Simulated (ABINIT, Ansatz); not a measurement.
**A GW chain in ABINIT: CdWO4 (P2/c)**

How does a plane-wave GW calculation on CdWO4 (P2/c) run from the first input to the gap?

Calculated with ABINIT 10.8.3; LDA and many-body steps on it, plane waves.

**What was measured.**

- Gap 4.15 eV: direct gap from absorption edge with Urbach fit; optical absorption; 300 K; bulk crystal (thin cleaved platelet of Czochralski crystal, 10-30 um thick) (“Optical absorption of divalent metal tungstates: Correlation between the band-gap energy and the cation ionic radius”, 2008, arxiv:0807.2115).

## 1. The system as given

Symmetry: P2/c, No. 13, monoclinic system. Conventional cell: a = 5.040 Å, b = 5.870 Å, c = 5.084 Å, α = 90.00°, β = 91.48°, γ = 90.00°. Nearest to Cd lie 6 O at 2.20 to 2.43 Å. Nearest to W lie 6 O at 1.78 to 2.15 Å. Nearest to O lie 2 W at 1.92 to 2.15 Å and 1 Cd at 2.20 Å. O has 1 W at 1.78 Å and 2 Cd at 2.28 to 2.43 Å nearest. Farther neighbours, and contacts between anions beyond the nearest, are not listed.

As a file:

```cif
data_structure
_symmetry_space_group_name_H-M 'P 1'
_symmetry_Int_Tables_number 1
_cell_length_a 5.0400
_cell_length_b 5.8701
_cell_length_c 5.0841
_cell_angle_alpha 90.000
_cell_angle_beta 91.476
_cell_angle_gamma 90.000
_cell_volume 150.36
loop_
_atom_site_label
_atom_site_type_symbol
_atom_site_fract_x
_atom_site_fract_y
_atom_site_fract_z
_atom_site_occupancy
Cd1 Cd 0.50000 0.69729 0.25000 1
Cd2 Cd 0.50000 0.30271 0.75000 1
W3 W 0.00000 0.17855 0.25000 1
W4 W 0.00000 0.82145 0.75000 1
O5 O 0.20180 0.09550 0.95040 1
O6 O 0.79820 0.09550 0.54960 1
O7 O 0.79820 0.90450 0.04960 1
O8 O 0.20180 0.90450 0.45040 1
O9 O 0.24200 0.37030 0.38390 1
O10 O 0.75800 0.37030 0.11610 1
O11 O 0.75800 0.62970 0.61610 1
O12 O 0.24200 0.62970 0.88390 1
```

The cell and positions come from the Crystallography Open Database and are kept as given unless a step says otherwise.

## 2. Ground state

This step: ABINIT 10.8.3; DFT, LDA, plane waves, norm-conserving pseudopotentials.

The ground-state density comes first.

Input file run.abi:

```
acell 3*1.0 Angstrom
rprim 
  5.040000000000 -0.000000000000 -0.000000000000
  -0.000000000000 5.870100000000 -0.000000000000
  -0.130957318200 -0.000000000000 5.082413107100
ntypat 3
znucl 48 74 8
natom 12
typat 1 1 2 2 3 3 3 3 3 3 3 3
xred 
  0.500000000000 0.697290000000 0.250000000000
  0.500000000000 0.302710000000 0.750000000000
  -0.000000000000 0.178550000000 0.250000000000
  -0.000000000000 0.821450000000 0.750000000000
  0.201800000000 0.095500000000 0.950400000000
  0.798200000000 0.095500000000 0.549600000000
  0.798200000000 0.904500000000 0.049600000000
  0.201800000000 0.904500000000 0.450400000000
  0.242000000000 0.370300000000 0.383900000000
  0.758000000000 0.370300000000 0.116100000000
  0.758000000000 0.629700000000 0.616100000000
  0.242000000000 0.629700000000 0.883900000000
pp_dirpath "pseudos"
pseudos "Cd.upf, W.upf, O.upf"
ecut 47
ngkpt 4 4 4
nshiftk 1
shiftk 0 0 0
kptopt 1
chksymbreak 0
nband 68
occopt 1
tolvrs 1e-10
nstep 60
prtwf 0
optforces 0
optstress 0
indata_prefix "in"
outdata_prefix "out"
tmpdata_prefix "tmp"
```

Command:

```sh
$ OMP_NUM_THREADS=1 mpirun -n 16 abinit run.abi > log
```

Log:

```text
.Version 10.8.3 of ABINIT. v10.8.2 released Aug 2026.

 Symmetries : space group P2/c (# 13); Bravais mP (primitive monocl.)
================================================================================
 Values of the parameters that define the memory need of the present run
     intxc =       0    ionmov =       0      iscf =       7    lmnmax =       8
     lnmax =       8     mgfft =      72  mpssoang =       4    mqgrid =    3424
     natom =      12  nloc_mem =       1    nspden =       1   nspinor =       1
    nsppol =       1      nsym =       4    n1xccc =    2501    ntypat =       3
    occopt =       1   xclevel =       1
-    mband =          68        mffmem =           1         mkmem =           2
       mpw =       15640          nfft =      259200          nkpt =          30
================================================================================
  Rough estimation (10% accuracy) of disk space for files :
================================================================================

--------------------------------------------------------------------------------
------------- Echo of variables that govern the present computation ------------
--------------------------------------------------------------------------------
 -outvars: echo values of preprocessed input variables --------
            acell      1.8897261259E+00  1.8897261259E+00  1.8897261259E+00 Bohr

      chksymbreak           0
             ecut      4.70000000E+01 Hartree
-          fftalg         312

              ixc       -1012
              kpt      0.00000000E+00  0.00000000E+00  0.00000000E+00
                       2.50000000E-01  0.00000000E+00  0.00000000E+00
                       5.00000000E-01  0.00000000E+00  0.00000000E+00
                       0.00000000E+00  2.50000000E-01  0.00000000E+00
                       2.50000000E-01  2.50000000E-01  0.00000000E+00
                       5.00000000E-01  2.50000000E-01  0.00000000E+00
                       0.00000000E+00  5.00000000E-01  0.00000000E+00
                       2.50000000E-01  5.00000000E-01  0.00000000E+00
                       5.00000000E-01  5.00000000E-01  0.00000000E+00
   [... 19 further rows ...]
                       2.50000000E-01  5.00000000E-01  5.00000000E-01
                       5.00000000E-01  5.00000000E-01  5.00000000E-01
         kptrlatt        4    0    0      0    4    0      0    0    4
          kptrlen      3.80968787E+01
P           mkmem           2
            natom          12
            nband          68
            ngfft          60      72      60
             nkpt          30
            nstep          60
             nsym           4
           ntypat           3
              occ      2.000000  2.000000  2.000000  2.000000  2.000000  2.000000
                       2.000000  2.000000  2.000000  2.000000  2.000000  2.000000
                       2.000000  2.000000  2.000000  2.000000  2.000000  2.000000
                       2.000000  2.000000  2.000000  2.000000  2.000000  2.000000
                       2.000000  2.000000  2.000000  2.000000  2.000000  2.000000
                       2.000000  2.000000  2.000000  2.000000  2.000000  2.000000
                       2.000000  2.000000  2.000000  2.000000  2.000000  2.000000
                       2.000000  2.000000  2.000000  2.000000  2.000000  2.000000
                       2.000000  2.000000  2.000000  2.000000  2.000000  2.000000
                       2.000000  2.000000  2.000000  2.000000  0.000000  0.000000
                       0.000000  0.000000  0.000000  0.000000  0.000000  0.000000
                       0.000000  0.000000
        optforces           0
        optstress           0
            prtwf           0
            rprim      5.0400000000E+00 -0.0000000000E+00 -0.0000000000E+00
[...]
spgroup          13

           tolvrs      1.00000000E-10

             xred      5.0000000000E-01  6.9729000000E-01  2.5000000000E-01
[...]
znucl       48.00000   74.00000    8.00000

================================================================================

 chkinp: Checking input parameters for consistency.

================================================================================
== DATASET  1 ==================================================================
-   mpi_nproc: 16, omp_nthreads: 1 (-1 if OMP is not activated)

--- !DatasetInfo
iteration_state: {dtset: 1, }
dimensions: {natom: 12, nkpt: 30, mband: 68, nsppol: 1, nspinor: 1, nspden: 1, mpw: 15640, }
cutoff_energies: {ecut:  47.0, pawecutdg:  -1.0, }
electrons: {nelect:   1.16000000E+02, charge:   0.00000000E+00, occopt:   1.00000000E+00, tsmear:   1.00000000E-02, }

 Real(R)+Recip(G) space primitive vectors, cartesian coordinates (Bohr,Bohr^-1):
 R(1)=  9.5242197  0.0000000  0.0000000  G(1)=  0.1049955  0.0000000  0.0027054
 R(2)=  0.0000000 11.0928813  0.0000000  G(2)=  0.0000000  0.0901479  0.0000000
 R(3)= -0.2474735  0.0000000  9.6043688  G(3)=  0.0000000  0.0000000  0.1041193
 Unit cell volume ucvol=  1.0147115E+03 bohr^3
 Angles (23,13,12)=  9.00000000E+01  9.14760000E+01  9.00000000E+01 degrees

 getcut: wavevector=  0.0000  0.0000  0.0000  ngfft=  60  72  60
         ecut(hartree)=     47.000   => boxcut(ratio)=   2.02366

[...]
pspatm : epsatm=    6.27558587
         --- l  ekb(1:nproj) -->
[...]
2   -1.033686
 pspatm: atomic psp has been read  and splines computed

   1.38617686E+04                                ecore*ucvol(ha*bohr**3)
--------------------------------------------------------------------------------

_setup2: Arith. and geom. avg. npw (full set) are   15616.359   15616.353

================================================================================

--- !BeginCycle
iteration_state: {dtset: 1, }
solver: {iscf: 7, nstep: 60, nline: 4, wfoptalg: 0, }
tolerances: {tolvrs: 1.00E-10, }

     iter   Etot(hartree)      deltaE(h)  residm     vres2
 ETOT  1  -622.12187349641    -6.221E+02 5.165E+00 5.515E+04
 ETOT  2  -627.17349331519    -5.052E+00 1.109E+00 7.525E+04
 ETOT  3  -633.56185269527    -6.388E+00 2.273E-01 1.251E+04
 ETOT  4  -634.19712728021    -6.353E-01 2.094E-01 5.820E+03
 ETOT  5  -634.48504113406    -2.879E-01 6.780E-02 2.430E+03
 ETOT  6  -634.62055244901    -1.355E-01 6.604E-02 7.435E+02
 ETOT  7  -634.65370953160    -3.316E-02 1.978E-02 3.654E+02
 ETOT  8  -634.67006332486    -1.635E-02 2.455E-02 1.628E+02
 ETOT  9  -634.68338440109    -1.332E-02 9.367E-03 5.180E+00
 ETOT 10  -634.68387395442    -4.896E-04 1.248E-02 2.971E-02
[...]
ETOT 14  -634.68387869079    -3.996E-10 4.993E-03 1.829E-06
 ETOT 15  -634.68387869099    -1.997E-10 4.750E-03 8.606E-08
 ETOT 16  -634.68387869101    -2.024E-11 4.644E-03 5.765E-09
 ETOT 17  -634.68387869101    -9.095E-13 7.377E-03 4.683E-10
 ETOT 18  -634.68387869100     1.160E-11 9.277E-03 2.315E-11

 At SCF step   18       vres2   =  2.32E-11 < tolvrs=  1.00E-10 =>converged.

--- !ResultsGS
iteration_state: {dtset: 1, }
comment   : Summary of ground state results
lattice_vectors:
- [  9.5242197,  -0.0000000,  -0.0000000, ]
- [ -0.0000000,  11.0928813,  -0.0000000, ]
- [ -0.2474735,  -0.0000000,   9.6043688, ]
lattice_lengths: [   9.52422,   11.09288,    9.60756, ]
lattice_angles: [ 90.000,  91.476,  90.000, ] # degrees, (23, 13, 12)
lattice_volume:   1.0147115E+03
convergence: {deltae:  1.160E-11, res2:  2.315E-11, residm:  9.277E-03, diffor:  0.000E+00, }
etotal    :  -6.34683879E+02
entropy   :   0.00000000E+00
fermie    :   2.03085573E-01
cartesian_stress_tensor: null
pressure_GPa: null
xred      :
- [  5.0000E-01,   6.9729E-01,   2.5000E-01, Cd]
- [  5.0000E-01,   3.0271E-01,   7.5000E-01, Cd]
- [  2.7839E-19,   1.7855E-01,   2.5000E-01,  W]
- [  8.3516E-19,   8.2145E-01,   7.5000E-01,  W]
- [  2.0180E-01,   9.5500E-02,   9.5040E-01,  O]
- [  7.9820E-01,   9.5500E-02,   5.4960E-01,  O]
- [  7.9820E-01,   9.0450E-01,   4.9600E-02,  O]
- [  2.0180E-01,   9.0450E-01,   4.5040E-01,  O]
- [  2.4200E-01,   3.7030E-01,   3.8390E-01,  O]
- [  7.5800E-01,   3.7030E-01,   1.1610E-01,  O]
- [  7.5800E-01,   6.2970E-01,   6.1610E-01,  O]
- [  2.4200E-01,   6.2970E-01,   8.8390E-01,  O]
cartesian_forces: null
force_length_stats: {min: null, max: null, mean: null, }

 Integrated electronic density in atomic spheres:
 ------------------------------------------------
 Atom  Sphere_radius  Integrated_density
[...]
================================================================================

 ----iterations are completed or convergence reached----

 Mean square residual over all n,k,spin=   99.216E-07; max=  92.766E-04
 reduced coordinates (array xred) for   12 atoms
[...]
0.201800      0.904500      0.450400
       0.242000      0.370300      0.383900
       0.758000      0.370300      0.116100
       0.758000      0.629700      0.616100
       0.242000      0.629700      0.883900
 rms dE/dt=  0.0000E+00; max dE/dt=  0.0000E+00; dE/dt below (all hartree)
    1       0.000000      0.000000      0.000000
    2       0.000000      0.000000      0.000000
    3       0.000000      0.000000      0.000000
    4       0.000000      0.000000      0.000000
    5       0.000000      0.000000      0.000000
    6       0.000000      0.000000      0.000000
    7       0.000000      0.000000      0.000000
    8       0.000000      0.000000      0.000000
    9       0.000000      0.000000      0.000000
   10       0.000000      0.000000      0.000000
[...]
cartesian coordinates (angstrom) at end:
[...]
9      1.169405     2.173698     1.951138
   10      3.805116     2.173698     0.590068
   11      3.739637     3.696402     3.131275
   12      1.103927     3.696402     4.492345
 length scales=  1.889726  1.889726  1.889726 bohr
              =  1.000000  1.000000  1.000000 angstroms
 prteigrs : about to open file out_EIG
 Fermi (or HOMO) energy (hartree) =   0.20309   Average Vxc (hartree)=  -0.43290
 Eigenvalues (hartree) for nkpt=  30  k points:
 kpt#   1, nband= 68, wtk=  0.01563, kpt=  0.0000  0.0000  0.0000 (reduced coord)
  -3.45203   -3.45203   -2.51851   -2.51830   -2.02603   -2.02595   -2.02562   -2.02554
  -2.02452   -2.02451   -1.20928   -1.20830   -1.20797   -1.20509   -1.20508   -1.20248
  -0.44845   -0.40537   -0.39748   -0.39695   -0.39641   -0.38932   -0.38139   -0.37501
  -0.03947   -0.03435   -0.03268   -0.02517   -0.02359   -0.02294   -0.02114   -0.01167
  -0.01060   -0.00192    0.01073    0.02130    0.02506    0.04466    0.04826    0.06087
   0.06258    0.07027    0.09985    0.10061    0.10209    0.11778    0.12309    0.13430
   0.13860    0.14041    0.14880    0.15106    0.16682    0.17220    0.17973    0.18398
   0.19172    0.19336    0.32722    0.34376    0.34414    0.34954    0.35155    0.38631
   0.38951    0.44880    0.49270    0.50357
 prteigrs : prtvol=0 or 1, do not print more k-points.

--- !EnergyTerms
iteration_state     : {dtset: 1, }
comment             : Components of total free energy in Hartree
kinetic             :  2.515180E+02
hartree             :  1.686130E+02
xc                  : -1.138091E+02
Ewald energy        : -4.036701E+02
psp_core            :  1.366080E+01
local_psp           : -5.628136E+02
non_local_psp       :  1.181707E+01
total_energy        : -6.346839E+02
total_energy_eV     : -1.727063E+04
band_energy         : -6.412691E+01

== END DATASET(S) ==============================================================
================================================================================

 -outvars: echo values of variables after computation  --------
           etotal     -6.3468387869E+02
            nband          68
             nkpt          30
          spgroup          13
 [... the other variables as echoed above ...]

 Calculation completed.
```

Elapsed: 5.8 min, on 16 MPI ranks of Intel Xeon 6975P-C (Granite Rapids), shared host; peak memory 2.7 GiB; 1.5 h of CPU time.

This step gave:

```yaml
total_energy: -17270.6282 eV
gap: 2.995 eV
k_of_the_valence_top: 0, 0.25, 0.25
k_of_the_conduction_bottom: 0, 0.5, 0
least_direct_gap: 2.998 eV
```

The gap is indirect, with the least direct gap 0.003 eV higher.

[end of part 1 of 3]

[Long decimals in the printed logs are rounded to 6 places.]

[Logs are printed without paths, hosts, clocks, repeated set-up lines and the standing remarks that a program may print on its own settings, such as how far it seeks lower states.]

[Paths, hosts, dates, memory and timing lines, banners, echoed tables and standing remarks are left out of the program output; an Ansatz launch command may be rebuilt from the run's recorded settings. Measured values are a selection of at most five: reports struck by readers or far from the other reports are left out. None is set beside runs whose start may be inverted or whose files or cutoffs have a known fault.]

[Runs of the session that timed out or met a known fault of the program may be left out.]

[Hosts, paths, dates, database ids (printed as entryN), source tags and the programs' standing remarks are cut or masked in the printed files.]

[G0W0 gaps are taken among the corrected bands and points alone; a level outside them can change the order at an edge.]

[Where Ansatz stands beside ABINIT at settings called matched, ABINIT's density can come from a denser mesh and the files from another edition; pairs whose starting gaps differed by over 0.03 eV were left out, so agreement reads better than it is.]
